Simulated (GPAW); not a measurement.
# Ballistic transport through a Fe chain with one P atom in line, from relaxation to T(E)

How well does a Fe chain with one P atom in line conduct once its atoms have relaxed, and how much do cheaper levels lose?

Method: GPAW LCAO, PAW setups; relaxation of the junction within the symmetry of its start, lead ends held, in the first sound run; inputs show where later runs differ, in GPAW 26.7.0.

## (1) The starting structure

The cell holds 13 atoms: 12 Fe and 1 P. Its edges and angles: a = 9.000 Å, b = 9.000 Å, c = 29.095 Å, α = 90.0°, β = 90.0°, γ = 90.0°. Regions: left lead, 6 atoms (6 Fe); channel, 1 atom (1 P); right lead, 6 atoms (6 Fe). Vacuum lies along a and b. The structure is stacked along c, and the current runs across the ab planes.

## (2) Relaxing the atoms

Transmission follows bond lengths closely, so the atoms between the held lead ends are relaxed first, within whatever symmetry the start has.

Input file run.py:

```python
import json
from ase import Atoms
from ase.constraints import FixAtoms
from ase.optimize import BFGS
from gpaw import GPAW, FermiDirac

device = Atoms(
    ['Fe', 'Fe', 'Fe', 'Fe', 'Fe', 'Fe', 'P', 'Fe', 'Fe', 'Fe', 'Fe', 'Fe', 'Fe'],
    positions=[
        [4.50000, 4.50000, 1.13000],
        [4.50000, 4.50000, 3.39000],
        [4.50000, 4.50000, 5.65000],
        [4.50000, 4.50000, 7.91000],
        [4.50000, 4.50000, 10.17000],
        [4.50000, 4.50000, 12.43000],
        [4.50000, 4.50000, 14.54760],
        [4.50000, 4.50000, 16.66520],
        [4.50000, 4.50000, 18.92520],
        [4.50000, 4.50000, 21.18520],
        [4.50000, 4.50000, 23.44520],
        [4.50000, 4.50000, 25.70520],
        [4.50000, 4.50000, 27.96520]],
    cell=[[9.0, 0.0, 0.0], [0.0, 9.0, 0.0], [0.0, 0.0, 29.0952]],
    pbc=True,
    magmoms=[3.0, 3.0, 3.0, 3.0, 3.0, 3.0, 0.0, 3.0, 3.0, 3.0, 3.0, 3.0, 3.0])

device.set_constraint(FixAtoms([0, 1, 2, 3, 4, 8, 9, 10, 11, 12]))
device.calc = GPAW(mode='lcao', basis='dzp', xc='PBE', h=0.18,
                   kpts={'size': (1, 1, 3), 'gamma': True},
                   symmetry={'tolerance': 1e-3, 'extra_ids': [1, 1, 1, 1, 1, 0, 0, 0, 1, 1, 1, 1, 1]},
                   occupations=FermiDirac(0.1), maxiter=250,
                   mixer=dict(beta=0.05, nmaxold=8, weight=100.0),
                   convergence=dict(density=0.0001), txt='relax.txt')
path = []
opt = BFGS(device, maxstep=0.15)
opt.attach(lambda: path.append((device.get_potential_energy(), device.positions.tolist(), device.get_forces().tolist())))
relaxed = bool(opt.run(fmax=0.05, steps=50))
json.dump(dict(relaxed=relaxed, path=path, positions=device.positions.tolist(), moments=device.get_magnetic_moments().tolist(),
               forces=device.get_forces(apply_constraint=False).tolist()), open('result.json', 'w'))
```

On the command line:

```bash
> OMP_NUM_THREADS=1 OPENBLAS_NUM_THREADS=1 python run.py
```

The program printed:

```text
Step          Energy          fmax
BFGS:    0      -62.658891        0.202755
BFGS:    1      -62.659963        0.164370
BFGS:    2      -62.662019        0.000860
```

Wall time 11 min (1 thread of Arm Neoverse V1, shared host); peak memory 1.5 GiB.

Step by step:

```
step  energy less that of the first step (eV)  largest force (eV/Å)
   1                                   0.0000                0.2028
   2                                  -0.0017                0.1644
   3                                  -0.0052                0.0009
```

The atoms that moved most (Å):

```
atom     dx     dy      dz  length
 Fe8  0.000  0.000   0.015   0.015
 Fe6  0.000  0.000  -0.015   0.015
```

Final coordinates:

```cif
data_structure
_symmetry_space_group_name_H-M 'P 1'
_symmetry_Int_Tables_number 1
_cell_length_a 9.0000
_cell_length_b 9.0000
_cell_length_c 29.0952
_cell_angle_alpha 90.000
_cell_angle_beta 90.000
_cell_angle_gamma 90.000
_cell_volume 2356.71
loop_
_atom_site_label
_atom_site_type_symbol
_atom_site_fract_x
_atom_site_fract_y
_atom_site_fract_z
_atom_site_occupancy
Fe1 Fe 0.50000 0.50000 0.03884 1
Fe2 Fe 0.50000 0.50000 0.11651 1
Fe3 Fe 0.50000 0.50000 0.19419 1
Fe4 Fe 0.50000 0.50000 0.27187 1
Fe5 Fe 0.50000 0.50000 0.34954 1
Fe6 Fe 0.50000 0.50000 0.42669 1
P7 P 0.50000 0.50000 0.50000 1
Fe8 Fe 0.50000 0.50000 0.57331 1
Fe9 Fe 0.50000 0.50000 0.65046 1
Fe10 Fe 0.50000 0.50000 0.72813 1
Fe11 Fe 0.50000 0.50000 0.80581 1
Fe12 Fe 0.50000 0.50000 0.88349 1
Fe13 Fe 0.50000 0.50000 0.96116 1
```

This step gave:

```
sum of the site moments : 35.97 μB
```

Site moment by atom:

```
atom  site moment (μB)
 Fe1              3.11
 Fe2              3.10
 Fe3              3.10
 Fe4              3.11
 Fe5              3.05
 Fe6              2.61
  P7             -0.22
 Fe8              2.61
 Fe9              3.05
Fe10              3.11
Fe11              3.10
Fe12              3.10
Fe13              3.11
```

The relaxation lowered the energy of the cell by 0.00519 eV (energies extrapolated to zero smearing; the optimiser's log prints free energies). The largest force left on a free atom is 8.6e-4 eV/Å.

## (3) GPAW, dzp

The script solves lead and junction separately, takes H and S in the orbital basis, and joins semi-infinite leads through their self-energies; the dzp basis is the working standard.

This step: GPAW LCAO, PAW setups; Landauer transmission from Green's functions with principal layers (ASE), zero bias (GPAW 26.7.0).

Input file run.py:

```python
import json
import numpy as np
from ase import Atoms
from ase.transport.calculators import TransportCalculator
from gpaw import GPAW, FermiDirac
from gpaw.lcao.tools import get_lcao_hamiltonian
from scipy.linalg import eigh

# The junction with lead layers at both ends, along the third cell vector
device = Atoms(
    ['Fe', 'Fe', 'Fe', 'Fe', 'Fe', 'Fe', 'P', 'Fe', 'Fe', 'Fe', 'Fe', 'Fe', 'Fe'],
    positions=[
        [4.50000, 4.50000, 1.13000],
        [4.50000, 4.50000, 3.39000],
        [4.50000, 4.50000, 5.65000],
        [4.50000, 4.50000, 7.91000],
        [4.50000, 4.50000, 10.17000],
        [4.50000, 4.50000, 12.41470],
        [4.50000, 4.50000, 14.54760],
        [4.50000, 4.50000, 16.68050],
        [4.50000, 4.50000, 18.92520],
        [4.50000, 4.50000, 21.18520],
        [4.50000, 4.50000, 23.44520],
        [4.50000, 4.50000, 25.70520],
        [4.50000, 4.50000, 27.96520]],
    cell=[[9.0, 0.0, 0.0], [0.0, 9.0, 0.0], [0.0, 0.0, 29.0952]],
    pbc=True,
    magmoms=[3.0, 3.0, 3.0, 3.0, 3.0, 3.0, 0.0, 3.0, 3.0, 3.0, 3.0, 3.0, 3.0])

# One principal layer of the lead: the first 3 atoms of the device
lead = Atoms(
    ['Fe', 'Fe', 'Fe'],
    positions=[
        [4.50000, 4.50000, 1.13000],
        [4.50000, 4.50000, 3.39000],
        [4.50000, 4.50000, 5.65000]],
    cell=[[9.0, 0.0, 0.0], [0.0, 9.0, 0.0], [0.0, 0.0, 6.78]],
    pbc=True,
    magmoms=[3.0, 3.0, 3.0])

settings = dict(mode='lcao', basis='dzp', xc='PBE', h=0.18,
                occupations=FermiDirac(0.1), maxiter=250,
                mixer=dict(beta=0.05, nmaxold=8, weight=100.0),
                convergence=dict(density=0.0001))
energies = np.arange(-2, 2 + 1e-9, 0.025)
eta = 0.0001
n1, n2 = 1, 1
# k and -k transmit alike, so half of the mesh across the current serves
mesh = [(i, j) for i in range(n1) for j in range(n2) if (i, j) <= (-i % n1, -j % n2)]
weights = np.array([1 if (i, j) == (-i % n1, -j % n2) else 2 for i, j in mesh]) / (n1 * n2)


def ground_state(atoms, size, txt):
    atoms.calc = GPAW(kpts={'size': size, 'gamma': True}, symmetry={'tolerance': 1e-3}, txt=txt, **settings)
    atoms.get_potential_energy()
    return atoms.calc.get_fermi_level()


def blocks(atoms, fermi, points, nz, cells):
    """H - E_F S and S between cell 0 and the cells above it, at each point across the current."""
    kz = np.arange(nz) / nz
    calc = atoms.calc.fixed_density(kpts=[(*k, z) for k in points for z in kz], symmetry='off', txt=None)
    H, S = get_lcao_hamiltonian(calc)
    H = (H - fermi * S).reshape(len(H), len(points), nz, *S.shape[1:])
    S = S.reshape(H.shape[1:])
    phases = [np.exp(-2j * np.pi * kz * R) / nz for R in cells]
    return [(np.einsum('skzij,z->ksij', H, p), np.einsum('kzij,z->kij', S, p)) for p in phases]


def pair(a, b):
    return np.block([[a, b], [b.T.conj(), a]])


def count_channels(h, s, cells, nk=240):
    """Half the number of times that the lead's bands cross each energy, unfolded to its shortest repeat."""
    b = len(h) // cells
    bands = []
    for k in (np.arange(nk + 1) + 0.5) / nk:
        hk, sk = h[:b, :b].copy(), s[:b, :b].copy()
        for R in range(1, cells):
            phase, block = np.exp(2j * np.pi * k * R), slice(R * b, (R + 1) * b)
            hk += h[:b, block] * phase + (h[:b, block] * phase).T.conj()
            sk += s[:b, block] * phase + (s[:b, block] * phase).T.conj()
        w, u = eigh(sk)
        x = u[:, w > 1e-5] / w[w > 1e-5]**0.5  # drop near-dependent combinations
        bands.append(np.r_[eigh(x.T.conj() @ hk @ x, eigvals_only=True), [1e9] * (w <= 1e-5).sum()])
    below = np.array(bands)[:, :, None] < energies
    return (below[1:] != below[:-1]).sum((0, 1)) / 2


fermi_lead = ground_state(lead, (1, 1, 17), 'lead.txt')
fermi_device = ground_state(device, (1, 1, 3), 'device.txt')
T, channels, eigen, tail, misfit, shifts = [], [], [], 0.0, 0.0, []
for first in range(0, len(mesh), 328):
    points = [(i / n1, j / n2) for i, j in mesh[first:first + 328]]
    (H0k, S0k), (H1k, S1k), (H2k, _) = blocks(lead, fermi_lead, points, 5, range(3))
    [(Hk, Sk)] = blocks(device, fermi_device, points, 2, [0])
    tail = max(tail, abs(H2k).max())
    for H0, S0, H1, S1, H, S in zip(H0k, S0k, H1k, S1k, Hk, Sk):
        n = len(S0)
        # Shift the lead onto the potential of the device's first layer
        shift = ((H[:, 0, 0] - H0[:, 0, 0]) / S0[0, 0]).real.mean()
        shifts.append(shift)
        misfit = max(misfit, abs(H[:, :n, :n] - H0 - shift * S0).max())
        Tk, Ck, Ek = [], [], []
        for s in range(len(H)):
            t = s % len(H0)  # a lead without moments serves both spins
            h1, s1 = pair(H0[t] + shift * S0, H1[t] + shift * S1), pair(S0, S1)
            leads = dict(h1=h1, s1=s1, energies=energies, eta=eta, eta1=eta, eta2=eta)
            calc = TransportCalculator(h=H[s], s=S, eigenchannels=3, **leads)
            Tk.append(calc.get_transmission())
            Ek.append(np.sort(calc.eigenchannels_ne, axis=0)[::-1])
            Ck.append(count_channels(h1, s1, 6))
        T.append(Tk)
        channels.append(Ck)
        eigen.append(Ek)
T, channels = np.array(T), np.array(channels)
mean, open_channels = np.einsum('kse,k->se', T, weights), np.einsum('kse,k->se', channels, weights)

print(f'basis functions: device {len(S)}, principal layer {n}')
print(f'Fermi level: lead {fermi_lead:.4f} eV, device {fermi_device:.4f} eV; lead shifted by {np.mean(shifts):.4f} eV')
print(f'largest coupling past the next layer {tail:.2e} eV, largest misfit of the first layer {misfit:.3f} eV')
print('  E-E_F (eV)   ' + 'T up        T down      channels up  channels down')
for e, t, c in zip(energies, mean.T, open_channels.T):
    print(f'{e:10.3f}  ', *[f'{x:11.4e}' for x in t], *[f'{x:9.4f}' for x in c])

kT = 8.617333e-5 * 300
fine = np.linspace(energies[0], energies[-1], 4001)
both = np.exp(np.interp(fine, energies, np.log(np.maximum(mean.sum(0) * 2 / len(mean), 1e-30))))
fermi = lambda mu: 1 / (1 + np.exp(np.clip((fine - mu) / kT, -200, 200)))
slope = fermi(0) * (1 - fermi(0)) / kT
G = np.trapezoid(both * slope, fine) / 2
seebeck = -np.trapezoid(both * slope * fine, fine) / (2 * G * 300) * 1e6
print(f'conductance at 300 K: {G:.5g} G0 a cell; thermopower {seebeck:.4g} uV/K')
bias = [0.1, 0.2, 0.5, 1.0, 1.5, 2.0]
current = [38.74 * np.trapezoid(both * (fermi(V / 2) - fermi(-V / 2)), fine) for V in bias]
for V, I in zip(bias, current):
    print(f'current from the zero-bias T(E) at {V} V: {I:.5g} uA')
zero = abs(energies).argmin()
json.dump(dict(energies=energies.tolist(), T=mean.tolist(), channels=open_channels.tolist(), G=G, seebeck=seebeck,
               bias=bias, current=current, tail=tail, misfit=misfit, shift=np.mean(shifts), n_device=len(S), n_lead=n,
               fermi=[fermi_lead, fermi_device], energy=device.get_potential_energy(),
               moments=device.get_magnetic_moments().tolist(), mesh=mesh, weights=weights.tolist(),
               T_k=T[:, :, zero].tolist(), eigen=np.array(eigen[0]).tolist()), open('result.json', 'w'))
```

The program printed:

```text
basis functions: device 193, principal layer 45
Fermi level: lead -1.7343 eV, device -1.9499 eV; lead shifted by 0.0165 eV
largest coupling past the next layer 5.77e-05 eV, largest misfit of the first layer 0.113 eV
  E-E_F (eV)   T up        T down      [channel counts left out]
    -2.000    2.2164e+00  4.0545e-01
    -1.975    2.2184e+00  4.0489e-01
    -1.950    2.2195e+00  4.0429e-01
    -1.925    2.2194e+00  4.0366e-01
    -1.900    2.2179e+00  4.0299e-01
    -1.875    2.2156e+00  4.0228e-01
    -1.850    2.2115e+00  4.0153e-01
    -1.825    2.2061e+00  4.0073e-01
    -1.800    2.1993e+00  3.9989e-01
    -1.775    2.1922e+00  3.9899e-01
    -1.750    2.1824e+00  3.9804e-01
    -1.725    2.1721e+00  3.9704e-01
    -1.700    2.1609e+00  3.9597e-01
    -1.675    2.1488e+00  3.9484e-01
    -1.650    2.1357e+00  3.9364e-01
    -1.625    2.1216e+00  3.9237e-01
[...]
1.825    3.2404e-01  1.4976e+00
     1.850    3.2315e-01  1.2829e+00
     1.875    3.2228e-01  1.0022e+00
     1.900    3.2143e-01  6.5309e-01
     1.925    3.2060e-01  3.2511e-01
     1.950    3.1979e-01  3.2296e-01
     1.975    3.1900e-01  3.2072e-01
     2.000    3.1822e-01  3.1840e-01
conductance at 300 K: 1.4991 G0 a cell; thermopower 0.2592 uV/K
current from the zero-bias T(E) at 0.1 V: 11.615 uA
current from the zero-bias T(E) at 0.2 V: 23.228 uA
current from the zero-bias T(E) at 0.5 V: 57.992 uA
current from the zero-bias T(E) at 1.0 V: 115.44 uA
current from the zero-bias T(E) at 1.5 V: 171.61 uA
current from the zero-bias T(E) at 2.0 V: 225.07 uA
```

It took 8.4 min on 1 thread; peak memory 1.7 GiB.

Numbers from this step:

| Item | Value |
| --- | --- |
| conductance | 1.499 G₀ |
| largest coupling past the next principal layer | 5.77e-5 eV |
| largest misfit of the first principal layer | 0.1132 eV |
| shift that aligns the lead | 0.01655 eV |
| basis functions of the junction | 193 |
| basis functions of a principal layer | 45 |
| transmission at the Fermi level, spin up | 0.4882 |
| transmission at the Fermi level, spin down | 2.510 |

Each spin. Transmission, zone mean against energy, zero at the Fermi level:

```
energy (eV)  T, spin up  T, spin down
     -2.000        2.22         0.405
     -1.900        2.22         0.403
     -1.800        2.20         0.400
     -1.700        2.16         0.396
     -1.600        2.11         0.391
     -1.500        2.03         0.385
     -1.400        1.94         0.377
     -1.300        1.77         0.366
     -1.200        1.35          1.63
     -1.100       0.770          1.87
     -1.000       0.697          1.89
     -0.900       0.658          2.05
     -0.800       0.631          2.19
     -0.700       0.609          2.30
     -0.600       0.589          2.37
     -0.500       0.568          2.42
     -0.400       0.555          2.45
     -0.300       0.537          2.47
     -0.200       0.521          2.49
     -0.100       0.504          2.50
      0.000       0.488          2.51
      0.100       0.473          2.52
      0.200       0.458          2.51
      0.300       0.444          2.50
      0.400       0.430          2.49
      0.500       0.418          2.48
      0.600       0.406          2.46
      0.700       0.396          2.44
      0.800       0.386          2.42
      0.900       0.377          2.40
      1.000       0.369          2.38
      1.100       0.361          2.35
      1.200       0.354          2.31
      1.300       0.348          2.26
      1.400       0.343          2.19
      1.500       0.338          2.11
      1.600       0.333          2.09
      1.700       0.329          1.98
      1.800       0.325          1.66
      1.900       0.321         0.653
      2.000       0.318         0.318
```

Not self-consistent under bias; the bias window is split evenly. The current through one cell, from the zero-bias transmission by bias:

```
bias (V)  current through one cell, from the zero-bias transmission (μA)
   0.100                                                            11.6
   0.200                                                            23.2
   0.500                                                            58.0
   1.000                                                             115
   1.500                                                             172
   2.000                                                             225
```

The transmission of the three most open eigenchannels by energy, zero at the Fermi level:

```
energy (eV)  channel 1 up  channel 2 up  channel 3 up  channel 1 down  channel 2 down  channel 3 down
     -2.000         0.903         0.655         0.655           0.405               0               0
     -1.800         0.861         0.667         0.667           0.400               0               0
     -1.600         0.886         0.607         0.607           0.391               0               0
     -1.400         0.954         0.488         0.488           0.377         1.4e-12         1.4e-12
     -1.200         0.972         0.190         0.190           0.637           0.637           0.353
     -1.000         0.697       1.1e-11       1.1e-11           0.781           0.781           0.324
     -0.800         0.631             0             0           0.811           0.811           0.563
     -0.600         0.589             0             0           0.876           0.876           0.613
     -0.400         0.555             0             0           0.918           0.918           0.607
     -0.200         0.521             0             0           0.938           0.938           0.605
      0.000         0.488             0             0           0.951           0.951           0.601
      0.200         0.458             0             0           0.959           0.959           0.582
      0.400         0.430             0             0           0.961           0.961           0.554
      0.600         0.406             0             0           0.962           0.962            0.52
      0.800         0.386             0             0           0.965           0.965           0.481
      1.000         0.369             0             0           0.966           0.966           0.437
      1.200         0.354             0             0           0.958           0.958           0.383
      1.400         0.343             0             0           0.935           0.935           0.317
      1.600         0.333             0             0           0.885           0.885           0.321
      1.800         0.325             0             0           0.662           0.662           0.333
      2.000         0.318             0             0           0.318         1.3e-10         1.3e-10
```

Couplings past the next layer reach 5.8e-5 eV, small enough to drop; the matrix elements of the cell's first layer differ from the bulk lead's by up to 0.11 eV. That layer keeps its own values in the calculation, and only beyond it is the lead taken as perfect. The Fermi levels of lead and junction count from different zeros of potential, one for each periodic cell; with both set to zero, the small remaining shift is what aligns them. By hand: G = 1.499 × 77.48 μS = 116 μS, a resistance of 8.61 kΩ; at 0.1 V a linear junction would pass 11.6 μA, and the integral over the bias window gives 11.6 μA.

(Part 1 of 3 ends here.)

[Logs are printed without paths, hosts, clocks, repeated set-up lines and the standing remarks that a program may print on its own settings, such as how far it seeks lower states.]

[Hosts, paths, dates, database ids (printed as entryN), source tags and the programs' standing remarks are cut or masked in the printed files.]
